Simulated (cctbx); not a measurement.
**Mg4Ag5P8Cl5: precision against data quality**

Space group C2/m (no. 12), a = 15.0290 Å, b = 11.1330 Å, c = 6.2310 Å, α = 90.00°, β = 103.61°, γ = 90.00°.

```
atom  mult.       x       y       z  Ueq (Å²)
 Ag1      2     1/2       0       0    0.0215
 Ag2      4     1/2  0.3541       0    0.0129
 Ag3      4  0.7952       0  0.0537    0.0206
 Cl1      2     1/2       0     1/2    0.0184
 Cl2      8  0.6388  0.1672  0.0268    0.0301
  P1      4  0.7605       0  0.6590    0.0205
  P2      8  0.4415  0.3420  0.5912    0.0402
  P3      4  0.8578       0  0.4472    0.0262
 Mg1      8  0.6533  0.8291  0.5346    0.0345
```

The model is made up (kin elements in a known structure type, no relaxation), so it says nothing on whether the phase exists.

Five simulated data sets (cctbx; Ag Kα, λ = 0.56087 Å; 1.5 % proportional error) differ in resolution or exposure (noise floor 8 counts in the first three, 8 in the last two). Each is refined with the right model, isotropic at 1.1 Å and anisotropic otherwise. How do the figures of merit and the uncertainties move?

| d min (Å) | top counts | ⟨I/σ⟩ (unmerged, absences included) | unique | param. (scale apart) | Rint | R1 | GooF | largest s.u. xyz (fractional) | s.u. U of Mg1 (Å²) | largest error (Å) |
| --- | --- | --- | --- | --- | --- | --- | --- | --- | --- | --- |
| 1.1 | 20000 | 8.9 | 420 | 25 | 0.020 | 0.0240 | 1.80 | 0.00061 | 0.0009 | 0.0101 |
| 0.84 | 20000 | 7.3 | 930 | 58 | 0.026 | 0.0160 | 0.91 | 0.00022 | 0.0007 | 0.0030 |
| 0.6 | 20000 | 4.6 | 2526 | 58 | 0.038 | 0.0248 | 0.94 | 0.00020 | 0.0005 | 0.0028 |
| 0.75 | 300 | 0.4 | 1305 | 58 | 0.523 | 0.1456 | 0.94 | 0.00806 | 0.0105 | 0.1091 |
| 0.75 | 3000 | 2.2 | 1305 | 58 | 0.106 | 0.0483 | 0.94 | 0.00081 | 0.0020 | 0.0111 |

GooF reaches 1.8 where the model lacks something that the data hold (anisotropy at the isotropic level, for one). The s.u. of U for Mg1 goes 0.0009, 0.0007, 0.0005 Å² with resolution and 0.0105, 0.0020 Å² with exposure.

The 1.1 Å row also differs in its displacement model, so it isn't a clean test of resolution.

Hardware for the 0.6 Å refinement: 0.5 s on 1 thread of Arm Neoverse V2, on a shared host, peak memory 0.09 GiB.

[Logs are printed without paths, hosts, clocks, repeated set-up lines and the standing remarks that a program may print on its own settings, such as how far it seeks lower states.]
